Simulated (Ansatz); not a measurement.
# ZnGeW in the AlB2 type: lattice stability ahead of a resistivity run, part 3 of 3

The plan: relax ZnGeW in the AlB2 type, check its phonons, and, if the lattice is stable, compute its Eliashberg function and ρ(T).

Ansatz 0.2.0; DFT PBEsol, scalar-relativistic, plane waves, PAW; PAW set soft_1.

So far, highest frequency, solved or plainly interpolated (cm⁻¹): step 5 (phonons: q 2×2×2, k 4×4×6) 244. Also lowest on path (cm⁻¹): step 5 -90.1. The relaxed cell has a = 4.403, c = 2.619 Å (conventional setting).

The structure was built from a prototype and need not be the compound's stable phase.

## 6. Phonons: q 3×3×3, k 6×6×9

An imaginary mode on so few k-points may come from the sampling, so the phonons are repeated with another q and k mesh.

The input, input.yaml:

```yaml
crystal:
  lattice:
    - [4.4025267916, 0.0, 0.0]
    - [-2.2012633958, 3.8127000424, 0.0]
    - [0.0, 0.0, 2.6186214389]
  atoms:
    - { symbol: W, position: [0.0, 0.0, 0.0] }
    - { symbol: Ge, position: [0.3333333333, 0.6666666667, 0.5] }
    - { symbol: Zn, position: [0.6666666667, 0.3333333333, 0.5] }
kpoints:
  mp_grid: { grid: [6, 6, 9] }
hamiltonian:
  xc: pbesol
  pseudopotentials: { kind: paw, azcp: { folder: soft_1 }, xc_functional: pbe }
scf:
  occupations: { method: methfessel_paxton, width: 0.2 }
output:
  eigenvalues: true
phonons:
  method: dfpt
  qmesh: [3, 3, 3]
  temperatures: { t_max: 1000, t_step: 50 }
  qpath:
    path:
      - [[0.0, 0.0, 0.0], [0.5, 0.0, 0.0], [0.33333333, 0.33333333, 0.0], [0.0, 0.0, 0.0], [0.0, 0.0, 0.5], [0.5, 0.0, 0.5], [0.33333333, 0.33333333, 0.5], [0.0, 0.0, 0.5]]
      - [[0.5, 0.0, 0.5], [0.5, 0.0, 0.0]]
      - [[0.33333333, 0.33333333, 0.5], [0.33333333, 0.33333333, 0.0]]
    npoints: 10
```

Started as:

```sh
ansatz run input.yaml --threads 4 --pin off --max-ram 12288MiB --backend cpu --events-out ev --progress --plain --runs-dir out
```

Numbers of over 12 decimals in the logs are rounded to 6 here.

Output:

```text
[...]
Crystal: 3 atoms, lattice volume = 43.955 Å³
Basis set: ecut = 420 eV, 879 PW (Γ), exchange–correlation on 60×60×36 points (8 copies of the dense FFT grid, shifted against one another)
Bands: 24, of which v1, the nominal top of the filled ones, is band 20 counted from 1 (19 counted from 0)
Symmetry: 12 space group operations
k-points: 35 of 324 (time reversal used)
[...]
SCF iter   1: F=—  HF=-17791.248559 eV  |F-HF|=—  |Δ(HF+E_count)|=         —  Δρ=5.57e-2  dr2=1.59e0  ethr=3.10e-3  ⟨swp⟩=5.1  Hψ=3983  notcnv=0
[...]
SCF iter  10: F=-17790.826732 eV  HF=-17790.826732 eV  |F-HF|=3.64e-12  |Δ(HF+E_count)|=  2.18e-11  S|Δr|=    0.00e0  Δρ=7.82e-8  dr2=8.60e-13  ethr=1.00e-12  ⟨swp⟩=5.7  Hψ=3780  notcnv=0
SCF 1 converged in 10 iterations: F = -17790.826732 eV  dr2 = 8.60e-13
[...]
SCF iter   5: F=-17790.826732 eV  HF=-17790.826732 eV  |F-HF|=3.64e-12  |Δ(HF+E_count)|=  1.09e-11  S|Δr|=    0.00e0  Δρ=6.24e-8  dr2=2.00e-12  ethr=1.00e-12  ⟨swp⟩=2.7  Hψ=1804  notcnv=0
SCF 2 converged in 5 iterations: F = -17790.826732 eV  dr2 = 2.00e-12
[...]
SCF converged after 10 iterations
[...]
Free energy (F): -17790.826732 eV
[...]
Internal energy: -17790.820615 eV  (E = F + TS)
E sigma→0 (E₀):  -17790.825203 eV
Entropy (-TS):   -0.006117 eV (-2.039 meV/atom)
Fermi energy:    17.037801 eV
[...]
--- Band table (eV; the first three rows and the last of 35) ---
  k-point 0: bands = [... 16 lower, 12.2137, 12.5863, 14.5428, 17.9513, 17.9513, 19.7048, 19.7048, 22.0507]
  k-point 1: bands = [... 16 lower, 12.5106, 13.2254, 14.7668, 17.0105, 17.0105, 20.5012, 20.5012, 21.8003]
  k-point 2: bands = [... 16 lower, 13.3263, 14.7185, 15.3465, 15.6088, 15.6088, 19.0224, 21.1510, 21.1510]
  k-point 34: bands = [... 16 lower, 12.4257, 14.5397, 14.7174, 17.0264, 17.0467, 18.3881, 18.5984, 19.7691]
[...]
ASR residual: 8.984e-5 → 0.000e0 eV/Å²; symmetrization residual: 8.372e-6 eV/Å²
  ASR residual per site (eV/Å²): 1.94e-5 2.79e-5 8.98e-5
  Γ frequencies (cm⁻¹): -25.23 0.00 0.00 0.00 92.43 123.88 123.88 221.21 221.21
--- Phonons (arbitrary-q DFPT): 6 irreducible q on the 3×3×3 mesh ---
[...]
interpolated dispersion: 93 rows × 9 modes
[...]
```

Run time: 2.4 min. Hardware: 4 threads of Arm Neoverse V2, shared host; peak memory 0.9 GiB; 9.1 min of CPU time.

Numbers from this step:

| Property | Result |
| --- | --- |
| share of imaginary modes in the plain interpolation between solved wavevectors | 0.01 |
| highest frequency, solved or plainly interpolated | 244.9 cm⁻¹ |

Solved on the 3×3×3 mesh alone; all other wavevectors are interpolated. Phonon branches along the path, in cm⁻¹:

```
    point  branch 1  branch 2  branch 3  branch 4  branch 5  branch 6  branch 7  branch 8  branch 9
        Γ       -25         0         0         0        92       124       124       221       221
  halfway       -43        22        50        86        88       119       140       219       230
        M       -15        16        76        89       108       110       155       219       236
  halfway        11        43        74        87        93       111       170       209       242
        K        21        59        73        82        85       111       189       194       245
  halfway       -41        27        54        88        94       113       149       216       234
        Γ       -25         0         0         0        92       124       124       221       221
  halfway        60        60       113       113       134       154       169       217       217
        A        78        78       106       106       177       212       212       213       236
  halfway        72        94        98       118       183       198       212       219       228
        L        67        82       113       139       176       188       211       221       222
  halfway        77        83       109       146       175       187       199       221       227
        H        83        90       103       158       170       186       189       220       229
  halfway        74        92       101       122       184       198       204       223       227
        A        78        78       106       106       177       212       212       213       236
jump to L        67        82       113       139       176       188       211       221       222
  halfway        72        95       105       138       142       149       167       210       224
        M       -15        16        76        89       108       110       155       219       236
jump to H        83        90       103       158       170       186       189       220       229
  halfway        83        88        93       144       147       157       179       182       233
        K        21        59        73        82        85       111       189       194       245
```

The phonon branches as a text plot (rows in cm⁻¹):

```
    239 |    *********          **             **      **   *****
    227 |****         ****     *  *************     ***  ***
    215 | ******    ****  ************* ***  **************
    203 |       * **           *  **   *    ***   *
    191 |        *           **     *********    *       * * ****
    179 |         **         *  ********* *  *******     ******
    167 |       *           * **         *        ***    **
    155 |    ***    *       **           **        **********
    143 |   *        *     *          ***  *     ****       *
    131 | **          **   **        *      *        *       *
    119 |****        *******       ** *      *       **       **
    107 |    ********     * ******* ** ****** ************    * *
     95 |****   *  * *****         **    *   **    ***** *******
     83 |   **********          ***  ********  ****     *********
     71 |  * *******      *  ***  ******    ***  ********     * *
     59 | * *    ** ***   * *                                  *
     47 |  *    *  *   *   *
     35 | *         * *  *                             *        *
     23 |* *** * **  * * **
     11 |**   * *  *  ** *                              *
     -1 |*              *
    -13 |     **                                        *
    -25 |*              *
    -37 | ****      ****
         Γ    M  K      Γ       A     L  H     A|L     M|H      K
```

Lowest modes at the softest wavevector of the mesh. The modes at q = (0.333, 0.000, 0.000) (shares of kinetic energy by element, %) (negative means imaginary):

```
mode  frequency (cm⁻¹)  W %  Ge %  Zn %
   1             -40.0   56    40     4
   2              25.7   37    59     4
   3              62.3   70    13    17
   4              88.0    7     1    92
   5             100.8   96     1     3
   6             115.0   26    44    29
```

Displacements in mode 1 (-40.0 cm⁻¹), the largest set to 1, in the home cell (x, y, z of the real part, then of the imaginary part):
```
W1   0.00  0.00  0.55  0.00  0.00 -0.50
Ge2  0.00  0.00 -0.97  0.00  0.00 -0.23
Zn3  0.00  0.00  0.26  0.00  0.00  0.20
```

Displacements in mode 6 (115.0 cm⁻¹), the largest set to 1, in the home cell (x, y, z of the real part, then of the imaginary part):
```
W1   0.07 -0.12  0.00 -0.27  0.47  0.00
Ge2 -0.57  0.99  0.00 -0.09  0.15  0.00
Zn3 -0.49  0.85  0.00  0.06 -0.11  0.00
```

The modes has structure finer than the step of the table below, so its rows give means over 10 cm⁻¹, whole bins alone (the curve runs from -53.2 to 262 cm⁻¹). Peaks (cm⁻¹: height): Ge 89.6: 0.0208, 139.2: 0.0161, 176.9: 0.0156, 218.6: 0.0374; W 71.8: 0.0585, 105.5: 0.0472; Zn 89.6: 0.0325, 133.3: 0.0165, 182.9: 0.0232, 214.6: 0.0352.

Phonopy on the run's constants, 15x15x21 mesh, Gaussian sigma 2.3 cm⁻¹. Modes against wavenumber; means over each step; values in 1/cm⁻¹/cell:

```
wavenumber (cm⁻¹)       Ge        W       Zn
              -40   7.0e-4   9.7e-4   7.2e-5
              -30  0.00137  0.00180   1.4e-4
              -20  0.00127  0.00106   9.2e-5
              -10   7.5e-4   4.8e-4   5.1e-5
                0   2.5e-4   1.8e-4   4.2e-5
               10   7.7e-4   3.4e-4   8.9e-5
               20  0.00214  0.00135   2.4e-4
               30  0.00336  0.00247   5.8e-4
               40  0.00484  0.00625  0.00115
               50  0.00347  0.00860  0.00170
               60  0.00604   0.0165  0.00326
               70  0.00801   0.0493  0.00525
               80  0.00971   0.0265  0.00825
               90   0.0196   0.0257   0.0275
              100   0.0190   0.0369   0.0185
              110   0.0152   0.0365   0.0145
              120   0.0157   0.0140   0.0136
              130   0.0117  0.00650   0.0112
              140   0.0143  0.00535   0.0132
              150   0.0143  0.00558   0.0133
              160   0.0130  0.00494   0.0135
              170  0.00872  0.00811   0.0162
              180   0.0122  0.00838   0.0219
              190  0.00968  0.00711   0.0127
              200   0.0134  0.00682   0.0135
              210   0.0279  0.00612   0.0293
              220   0.0345  0.00825   0.0311
              230   0.0203  0.00355   0.0204
              240  0.00734   3.4e-4  0.00808
              250   3.4e-4   4.5e-6   3.6e-4
```

No LO-TO term; unit eigenvectors of the mass-weighted matrix. The modes at Γ (shares of kinetic energy by element, %) (negative means imaginary):

```
mode  frequency (cm⁻¹)  symmetry  W %  Ge %  Zn %
   1             -25.2      A2''   23    76     1
   2               0.0   unnamed   57    23    20
   3               0.0   unnamed   57    23    20
   4               0.0   unnamed   57    23    20
   5              92.4      A2''   20     2    79
   6             123.9        E'   42    38    19
   7             123.9        E'   42    38    19
   8             221.2        E'    1    39    61
   9             221.2        E'    1    39    61
```

Displacements in mode 1 (-25.2 cm⁻¹), the largest set to 1:
```
W1   0.00  0.00 -0.35
Ge2  0.00  0.00  1.00
Zn3  0.00  0.00 -0.13
```

Displacements in mode 8 (221.2 cm⁻¹), the largest set to 1:
```
W1   0.00 -0.05  0.00
Ge2  0.00 -0.76  0.00
Zn3  0.00  1.00  0.00
```

Among the solved wavevectors the lowest mode, translations apart, is -40 cm⁻¹, imaginary.

## 7. Lattice stability: Fermi–Dirac smearing of 0.3 eV

The phonons are repeated on the same meshes with a wide Fermi–Dirac smearing, to see whether the soft mode comes from sharp features of the Fermi surface.

input.yaml, as its differences from that of step 6:

```diff
@@ -15,3 +15,3 @@
 scf:
-  occupations: { method: methfessel_paxton, width: 0.2 }
+  occupations: { method: fermi_dirac, width: 0.3 }
 output:
```

Output:

```text
[...]
band count auto-derived: 26 (N_el = 40.0; filled up to band 20; 24 by the electrons, moments and atoms)
[...]
Crystal: 3 atoms, lattice volume = 43.955 Å³
Basis set: ecut = 420 eV, 879 PW (Γ), exchange–correlation on 60×60×36 points (8 copies of the dense FFT grid, shifted against one another)
Bands: 26, of which v1, the nominal top of the filled ones, is band 20 counted from 1 (19 counted from 0)
Symmetry: 12 space group operations
k-points: 35 of 324 (time reversal used)
[...]
SCF iter   1: F=—  HF=-17791.479861 eV  |F-HF|=—  |Δ(HF+E_count)|=         —  Δρ=5.52e-2  dr2=1.58e0  ethr=3.10e-3  ⟨swp⟩=5.1  Hψ=4296  notcnv=0
[...]
SCF iter  10: F=-17791.062225 eV  HF=-17791.062225 eV  |F-HF|=3.64e-12  |Δ(HF+E_count)|=  1.82e-11  Δρ=9.64e-8  dr2=2.49e-12  ethr=1.00e-12  ⟨swp⟩=6.5  Hψ=4361  notcnv=0
SCF 1 converged in 10 iterations: F = -17791.062225 eV  dr2 = 2.49e-12
[...]
SCF iter  11: F=-17791.062225 eV  HF=-17791.062225 eV  |F-HF|=7.28e-12  |Δ(HF+E_count)|=  3.64e-12  Δρ=2.69e-10  dr2=4.88e-17  ethr=1.00e-12  ⟨swp⟩=1.2  Hψ=2052  notcnv=0
SCF 2 converged in 11 iterations: F = -17791.062225 eV  dr2 = 4.88e-17
[...]
SCF converged after 10 iterations
Free energy (F): -17791.062225 eV
[...]
Internal energy: -17790.606441 eV  (E = F + TS)
E sigma→0 (E₀):  -17790.834333 eV
Entropy (-TS):   -0.455784 eV (-151.928 meV/atom)
Fermi energy:    17.040347 eV
[...]
--- Band table (eV; the first three rows and the last of 35) ---
  k-point 0: bands = [... 16 lower, 12.2096, 12.6198, 14.5435, 17.9496, 17.9496, 19.7248, 19.7248, 22.0469, ... 2 higher]
  k-point 1: bands = [... 16 lower, 12.5066, 13.2569, 14.7690, 17.0171, 17.0171, 20.5121, 20.5121, 21.8042, ... 2 higher]
  k-point 2: bands = [... 16 lower, 13.3227, 14.7396, 15.3513, 15.6196, 15.6196, 19.0358, 21.1505, 21.1505, ... 2 higher]
  k-point 34: bands = [... 16 lower, 12.4325, 14.5436, 14.7092, 17.0435, 17.0511, 18.3851, 18.5924, 19.7732, ... 2 higher]
[...]
ASR residual: 1.921e-3 → 0.000e0 eV/Å²; symmetrization residual: 7.523e-6 eV/Å²
  ASR residual per site (eV/Å²): 1.92e-3 1.72e-4 9.10e-5
  Γ frequencies (cm⁻¹): -21.33 0.00 0.00 0.00 91.87 125.10 125.10 222.61 222.61
--- Phonons (arbitrary-q DFPT): 6 irreducible q on the 3×3×3 mesh ---
[...]
interpolated dispersion: 93 rows × 9 modes
[...]
```

Elapsed: 2.5 min, on 4 threads; peak memory 0.93 GiB; 9.8 min of CPU time.

Numbers from this step:

* share of imaginary modes in the plain interpolation between solved wavevectors: 0.0048
* highest frequency, solved or plainly interpolated: 239.9 cm⁻¹

Solved on the 3×3×3 mesh alone; all other wavevectors are interpolated. The phonon branches at the labelled points (cm⁻¹):

```
    point  branch 1  branch 2  branch 3  branch 4  branch 5  branch 6  branch 7  branch 8  branch 9
        Γ       -21         0         0         0        92       125       125       223       223
  halfway       -30        28        43        81        89       118       138       218       229
        M       -13        28        71        87       104       104       151       216       235
  halfway        -6        36        76        85        89       104       168       207       238
        K        11        43        75        83        84       102       187       193       240
  halfway       -29        31        50        88        88       111       146       215       232
        Γ       -21         0         0         0        92       125       125       223       223
  halfway        56        56       118       118       130       150       168       216       216
        A        85        85       108       108       174       203       209       209       236
  halfway        80        95        96       117       181       196       212       215       231
        L        77        82       105       142       174       188       214       221       226
  halfway        83        84       103       148       175       188       200       226       229
        H        84        93        97       159       171       188       190       226       232
  halfway        81        92        97       121       182       197       202       221       230
        A        85        85       108       108       174       203       209       209       236
jump to L        77        82       105       142       174       188       214       221       226
  halfway        73        92       100       136       141       150       168       208       225
        M       -13        28        71        87       104       104       151       216       235
jump to H        84        93        97       159       171       188       190       226       232
  halfway        80        87        92       144       145       159       179       184       232
        K        11        43        75        83        84       102       187       193       240
```

The phonon branches as a text plot (rows in cm⁻¹):

```
    234 |   **********          *****   ***  ****     ***********
    223 |***          ******   *     *********   *****   *
    212 |   *****   **      ************      *********** *
    200 |        ***            ****    *  ****** *        *
    189 |        *           * *    *********    * *     ** *****
    178 |         **          * ********* *  ******       *****
    167 |       *           ** *         *        ***    **
    155 |     **    *         *         ***        ******* **
    144 |   **       *     ***        **         ****       *
    133 | **          **   **        *     **       **       *
    122 |***          *******      **                **      **
    110 |   **       *    ** ******   *      *****     *      **
     99 |    ********    *        **** ********   **********  * *
     88 |****************       *** ** ****** ******* ***********
     77 |     ******          **   *****    ***  ********   *****
     65 |  * *        *   *  *                                 *
     54 | * *       **    * *                                   *
     43 |        ***   *   *                           *
     32 | *******   ***  *                             **       *
     20 |***          ** **
      9 |*       **    * *
     -2 |       *       *
    -14 |     **   *                                    *
    -25 |*****      *****
         Γ    M  K      Γ       A     L  H     A|L     M|H      K
```

Lowest modes at the softest wavevector of the mesh. The modes at q = (-0.333, 0.333, 0.000) (shares of kinetic energy by element, %) (negative means imaginary):

```
mode  frequency (cm⁻¹)  W %  Ge %  Zn %
   1             -28.4   35    60     4
   2              31.5   55    39     6
   3              56.2   71    12    17
   4              87.9   10     1    90
   5              95.2   96     1     3
   6             112.3   25    45    30
```

Displacements in mode 1 (-28.4 cm⁻¹), the largest set to 1, in the home cell (x, y, z of the real part, then of the imaginary part):
```
W1   0.00  0.00 -0.33  0.00  0.00  0.35
Ge2  0.00  0.00  0.99  0.00  0.00  0.11
Zn3  0.00  0.00  0.01  0.00  0.00  0.29
```

Displacements in mode 6 (112.3 cm⁻¹), the largest set to 1, in the home cell (x, y, z of the real part, then of the imaginary part):
```
W1   0.07  0.12  0.00  0.26  0.45  0.00
Ge2  0.54  0.94  0.00 -0.20 -0.34  0.00
Zn3 -0.46 -0.80  0.00 -0.19 -0.33  0.00
```

Among the solved wavevectors the lowest mode, translations apart, is -28.4 cm⁻¹, imaginary.

For the highest frequency, solved or plainly interpolated, step 6 gave 245 cm⁻¹; this run, with occupations Fermi-Dirac and smearing width 0.3 eV, gives 240 cm⁻¹ (-2 %).

## 8. Outcome

```yaml
phonon_run_of_the_rows_without_a_label_of_their_own: PBEsol, q 3×3×3, k 6×6×9
softest_mode_on_the_q_mesh: -40 cm⁻¹ at q = (0.333, 0, 0)
highest_frequency_solved_or_plainly_interpolated: 245 cm⁻¹
```

What this shows: The lattice is dynamically unstable at this level: a mode at q = (0.333, 0, 0) is imaginary, 40i cm⁻¹, so no harmonic coupling constant or resistivity is defined for this structure. These meshes are coarse, and single modes of a metal can move by tens of cm⁻¹ with the k mesh. The coarser mesh found an imaginary mode at another wavevector, which this mesh lacks. Spin–orbit coupling, left out here, matters for W. The phonon runs are not spin-polarised. The PAW files were made for PBE; under other functionals the run regenerates their frozen core. The structure was built by hand as an ordered model, and its stability against other phases was not tested.

[Logs are printed without paths, hosts, clocks, repeated set-up lines and the standing remarks that a program may print on its own settings, such as how far it seeks lower states.]

[Hosts, paths, dates, database ids (printed as entryN), source tags and the programs' standing remarks are cut or masked in the printed files.]
